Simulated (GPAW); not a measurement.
# Work function of Mg/Ir(100) at several levels, part 2 of 2

How far do functional and basis move the work function of Mg/Ir(100)?

GPAW 26.7.0; GPAW, PAW setups; slab in vacuum, relaxation (the session's first sound run).

So far, upper work function (eV): step 2 (relaxation, PBE, GPAW) 4.04; step 5 (self-consistent run: xc = "revPBE") 3.99; step 6 (self-consistent run: xc = "LDA") 4.17; step 7 (self-consistent run: xc = "RPBE") 3.98; step 8 (self-consistent run: xc = "vdW-DF2", GPAW, PAW setups, GPAW) 4.15.

## Step 9: Real-space grid: mode = "fd"

A real-space grid is a second complete basis, so it checks the plane-wave result.

File run.py:

```python
import json
import numpy as np
from ase import Atoms
from gpaw import GPAW

slab = Atoms(
    ['Ir', 'Ir', 'Ir', 'Ir', 'Mg'],
    positions=[
        [1.35765, 1.35765, 9.00000],
        [0.00000, 0.00000, 10.92000],
        [1.35765, 1.35765, 12.87401],
        [-0.00000, -0.00000, 14.78300],
        [1.35765, 1.35765, 16.75606]],
    cell=[[2.71529, 0.0, 0.0], [0.0, 2.71529, 0.0], [0.0, 0.0, 26.01413]],
    pbc=[True, True, False])

slab.calc = GPAW(mode='fd', h=0.18, xc='PBE', kpts={'size': (12, 12, 1), 'gamma': True},
                 occupations={'name': 'fermi-dirac', 'width': 0.1}, nbands='200%',
                 convergence={'density': 1e-05}, maxiter=200,
                 poissonsolver={'dipolelayer': 'xy'},
                 symmetry={'tolerance': 1e-3}, txt='slab.txt')
result = {}
energy = slab.get_potential_energy()
fermi = slab.calc.get_fermi_level()
v = slab.calc.get_electrostatic_potential().mean((0, 1)) - fermi
n = slab.calc.get_pseudo_density().mean((0, 1))
L = slab.cell[2, 2]
z = np.arange(len(v)) * L / len(v)
low, high = slab.positions[:, 2].min(), slab.positions[:, 2].max()
below, above = np.interp([low - 6.8, high + 6.8], z, v)
slopes = [np.interp(x, z, np.gradient(v, z)) for x in (low - 6.8, high + 6.8)]
eps = np.array([[slab.calc.get_eigenvalues(k, s) for k in range(len(slab.calc.get_ibz_k_points()))]
                for s in range(slab.calc.get_number_of_spins())]) - fermi
top, bottom = eps[eps < 0].max(), eps[eps > 0].min()
dipole = slab.get_dipole_moment()[2]
print(f'energy {energy:.4f} eV, Fermi level {fermi:.4f} eV, dipole {dipole:.5f} e A')
print(f'potential 6.8 A off the faces, from the Fermi level: lower {below:.4f} eV, upper {above:.4f} eV')
print(f'slope of the potential there: lower {slopes[0]:.5f}, upper {slopes[1]:.5f} eV/A')
print(f'nearest levels on the mesh: {top:.4f} and {bottom:.4f} eV')
print('magnetic moment', round(slab.get_magnetic_moment(), 3))
result.update(energy=energy, fermi=fermi, dipole=dipole, below=below, above=above, slopes=slopes, edges=[top, bottom],
              z=z.tolist(), v=v.tolist(), n=n.tolist(), positions=slab.positions.tolist(),
              forces=slab.get_forces(apply_constraint=False).tolist(), moments=slab.get_magnetic_moments().tolist())
json.dump(result, open('result.json', 'w'))
```

Launch:

```bash
$ OMP_NUM_THREADS=1 OPENBLAS_NUM_THREADS=1 python run.py
```

The job ended after 23 min (1 thread of Arm Neoverse V2, shared host; peak memory 1.7 GiB).

Numbers from this step:

```yaml
dipole_along_the_normal: 0.06115 e·Å
levels_nearest_the_fermi_level_on_the_mesh: -0.01436, 0.003600 eV from the Fermi level
upper_work_function: 4.045 eV
lower_work_function: 5.546 eV
```

Table of electrostatic potential energy of an electron (without an applied field's), less the Fermi level, planar mean by z:

z (Å), electrostatic potential energy of an electron (without an applied field's), less the Fermi level, planar mean (eV) and a bar from the least value:
```
      0.0        4.8 #############################
      0.5        5.5 ##############################
      1.0        5.5 ##############################
      1.5        5.5 ##############################
      2.0        5.5 ##############################
      2.5        5.5 ##############################
      3.0        5.5 ##############################
      3.5        5.5 ##############################
      4.0        5.5 ##############################
      4.5        5.5 ##############################
      5.0        5.5 ##############################
      5.5        5.5 ##############################
      6.0        5.5 ##############################
      6.5        5.5 ##############################
      7.0        5.2 ##############################
      7.5        4.3 #############################
      8.0        0.7 #########################
      8.5      -11.8 #############
      9.0      -25.8 
      9.5      -12.7 #############
     10.0       -4.4 #####################
     10.5      -16.1 #########
     11.0      -26.0 
     11.5      -10.6 ###############
     12.0       -4.7 ####################
     12.5      -17.9 ########
     13.0      -25.4 #
     13.5       -9.5 ################
     14.0       -5.9 ###################
     14.5      -20.7 #####
     15.0      -22.8 ###
     15.5       -6.2 ###################
     16.0       -2.6 ######################
     16.5       -9.6 ################
     17.0      -10.4 ###############
     17.5       -2.9 ######################
     18.0        1.2 ##########################
     18.5        3.0 ############################
     19.0        3.7 ############################
     19.5        3.9 ############################
     20.0        4.0 #############################
     20.5        4.0 #############################
     21.0        4.0 #############################
     21.5        4.0 #############################
     22.0        4.0 #############################
     22.5        4.0 #############################
     23.0        4.0 #############################
     23.5        4.0 #############################
     24.0        4.0 #############################
     24.5        4.0 #############################
     25.0        4.0 #############################
     25.5        4.0 #############################
```

The upper face's work function is 4.045 eV, against 4.044 eV in the first plane-wave PBE run at this geometry.

## Step 10: Atomic orbitals: mode = "lcao"

Atom-centred orbitals end a few angstrom from the surface, which tests how much the density's tail matters.

Edit run.py of step 9 so:

```diff
@@ -16,4 +16,4 @@
 
-slab.calc = GPAW(mode='fd', h=0.18, xc='PBE', kpts={'size': (12, 12, 1), 'gamma': True},
-                 occupations={'name': 'fermi-dirac', 'width': 0.1}, nbands='200%',
+slab.calc = GPAW(mode='lcao', basis='dzp', h=0.18, xc='PBE', kpts={'size': (12, 12, 1), 'gamma': True},
+                 occupations={'name': 'fermi-dirac', 'width': 0.1}, nbands='120%',
                  convergence={'density': 1e-05}, maxiter=200,
```

Run time: 18 min. Hardware: 1 thread; peak memory 0.44 GiB.

Numbers from this step:

```
dipole along the normal                    : 0.06362 e·Å
levels nearest the Fermi level on the mesh : -6.70e-4, 0.004384 eV from the Fermi level
upper work function                        : 4.018 eV
lower work function                        : 5.579 eV
```

Electrostatic potential energy of an electron (without an applied field's), less the Fermi level, planar mean against z:

z (Å), electrostatic potential energy of an electron (without an applied field's), less the Fermi level, planar mean (eV) and a bar from the least value:
```
      0.0        4.8 #############################
      0.5        5.6 ##############################
      1.0        5.6 ##############################
      1.5        5.6 ##############################
      2.0        5.6 ##############################
      2.5        5.6 ##############################
      3.0        5.6 ##############################
      3.5        5.6 ##############################
      4.0        5.6 ##############################
      4.5        5.6 ##############################
      5.0        5.6 ##############################
      5.5        5.6 ##############################
      6.0        5.6 ##############################
      6.5        5.5 ##############################
      7.0        5.3 ##############################
      7.5        4.4 #############################
      8.0        0.8 ##########################
      8.5      -11.8 ##############
      9.0      -25.9 
      9.5      -12.9 ############
     10.0       -4.6 ####################
     10.5      -16.2 #########
     11.0      -26.1 
     11.5      -10.6 ###############
     12.0       -4.7 ####################
     12.5      -17.9 ########
     13.0      -25.5 #
     13.5       -9.5 ################
     14.0       -5.9 ###################
     14.5      -20.8 #####
     15.0      -22.8 ###
     15.5       -6.2 ###################
     16.0       -2.7 ######################
     16.5       -9.7 ###############
     17.0      -10.5 ###############
     17.5       -2.9 ######################
     18.0        1.2 ##########################
     18.5        3.0 ############################
     19.0        3.7 ############################
     19.5        3.9 ############################
     20.0        4.0 ############################
     20.5        4.0 #############################
     21.0        4.0 #############################
     21.5        4.0 #############################
     22.0        4.0 #############################
     22.5        4.0 #############################
     23.0        4.0 #############################
     23.5        4.0 #############################
     24.0        4.0 #############################
     24.5        4.0 #############################
     25.0        4.0 #############################
     25.5        4.0 #############################
```

The upper face's work function is 4.018 eV, against 4.044 eV in the first plane-wave PBE run at this geometry.

## Step 11: The ladder

Times are for 1 thread of Arm Neoverse V2, shared host. The series side by side:

```tsv
no.	run	upper work function (eV)	lower work function (eV)	time	memory (GiB)
1	pw	4.044	5.545	3.5 min	0.3
2	optPBE vdW	4.147	5.702	3.6 min	0.42
3	revPBE	3.985	5.412	3.4 min	0.3
4	LDA	4.166	5.893	3.3 min	0.3
5	RPBE	3.983	5.393	3.4 min	0.3
6	vdW DF2	4.151	5.810	4.3 min	0.42
7	fd	4.045	5.546	23 min	1.7
8	lcao	4.018	5.579	18 min	0.44
```

## Step 12: Side by side

Results and costs are gathered.

This step: comparison of work functions, dipole and cost (GPAW 26.7.0).

Ladder, by row:

```tsv
step	code	work function, upper (eV)	work function, lower (eV)	dipole (e Å)	wall time (s)	peak memory (GiB)	threads
pw	GPAW	4.044	5.545	0.06122	209.7	0.3	1
optPBE-vdW	GPAW	4.147	5.702	0.06343	216.9	0.42	1
revPBE	GPAW	3.985	5.412	0.05823	201.1	0.3	1
LDA	GPAW	4.166	5.893	0.07044	198.9	0.3	1
RPBE	GPAW	3.983	5.393	0.05752	201.4	0.3	1
vdW-DF2	GPAW	4.151	5.81	0.06767	255.9	0.42	1
fd	GPAW	4.045	5.546	0.06115	1406	1.71	1
lcao	GPAW	4.018	5.579	0.06362	1086	0.44	1
```

## Step 13: What came out

```json
{
 "work function, upper and lower face": "4.044 and 5.545 eV",
 "dipole along the normal": "0.0612 e Å"
}
```

**Reading.** With plane waves and PBE the work function is 4.04 eV on the upper face and 5.55 eV on the lower. The two faces differ by 1.5 eV, the step that the slab's dipole makes (e p/(ε0 A) gives 1.5 eV), so the dipole layer is needed. Over the sound runs of the table the upper face's work function spans 3.983 (RPBE) to 4.166 eV (LDA). The cell of 7.37 Å² holds one Mg, started on one chosen site; other sites and coverages weren't tried. The in-plane lattice was kept as typed, which isn't the functional's own and leaves some strain; spin-orbit coupling and temperature are left out.

[Logs are printed without paths, hosts, clocks, repeated set-up lines and the standing remarks that a program may print on its own settings, such as how far it seeks lower states.]

[Hosts, paths, dates, database ids (printed as entryN), source tags and the programs' standing remarks are cut or masked in the printed files.]
